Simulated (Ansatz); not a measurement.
Consider BiB4Sb3 (ordered alloy, started on the zincblende lattice) (R3m).

```xyz
8
Lattice="1.8851 1.0884 12.3134 -1.8851 1.0884 12.3134 0.0000 -2.1768 12.3134" Properties=species:S:1:pos:R:3 pbc="T T T"
Sb    0.0000    0.0000    0.0408
B     0.0000    0.0000   25.4172
Sb    0.0000    0.0000   27.7016
B     0.0000    0.0000   16.1365
Sb    0.0000    0.0000   18.4245
B     0.0000    0.0000    6.8453
Bi    0.0000    0.0000    9.2437
B     0.0000    0.0000   34.7161
```

The structure was relaxed with PBE. The runs that relaxed it are not among those shown. Spin-orbit coupling is left out unless a run names it. PAW set soft_2, made with PBE.

Gaps computed with Ansatz 0.2.0 without a self-energy: PBE 0.67 eV and HSE06 1.16 eV.

Estimate the G0W0@PBE gap with 4×4×4 mesh, 397 empty bands, screening to 110 eV, default PAW files.

About 0.92 eV: on its mesh the run moves the gap from 0.66 eV by +0.26 eV. Among the scalar-relativistic levels given, HSE06 is nearest (+0.24 eV). Bands and cutoff are finite, so the gap is not at the basis limit. The miss can reach some tenths of an eV and take either sign; the mesh is an error of its own. Where an edge is built on 6p states of lead, bismuth or thallium, scalar-relativistic gaps usually stand too wide, by a few tenths to over one eV. The many-body steps are scalar-relativistic: spin-orbit coupling is not in them.

[Paths, hosts, dates, memory and timing lines, banners, echoed tables and standing remarks are left out of the program output.]

[Logs are printed without paths, hosts, clocks, repeated set-up lines and the standing remarks that a program may print on its own settings, such as how far it seeks lower states.]

[Runs of the session that timed out or met a known fault of the program may be left out.]

[Cells called generated may have been cut or substituted from an entry of the Crystallography Open Database or the Materials Project.]

[Hosts, paths, dates, database ids (printed as entryN), source tags and the programs' standing remarks are cut or masked in the printed files.]
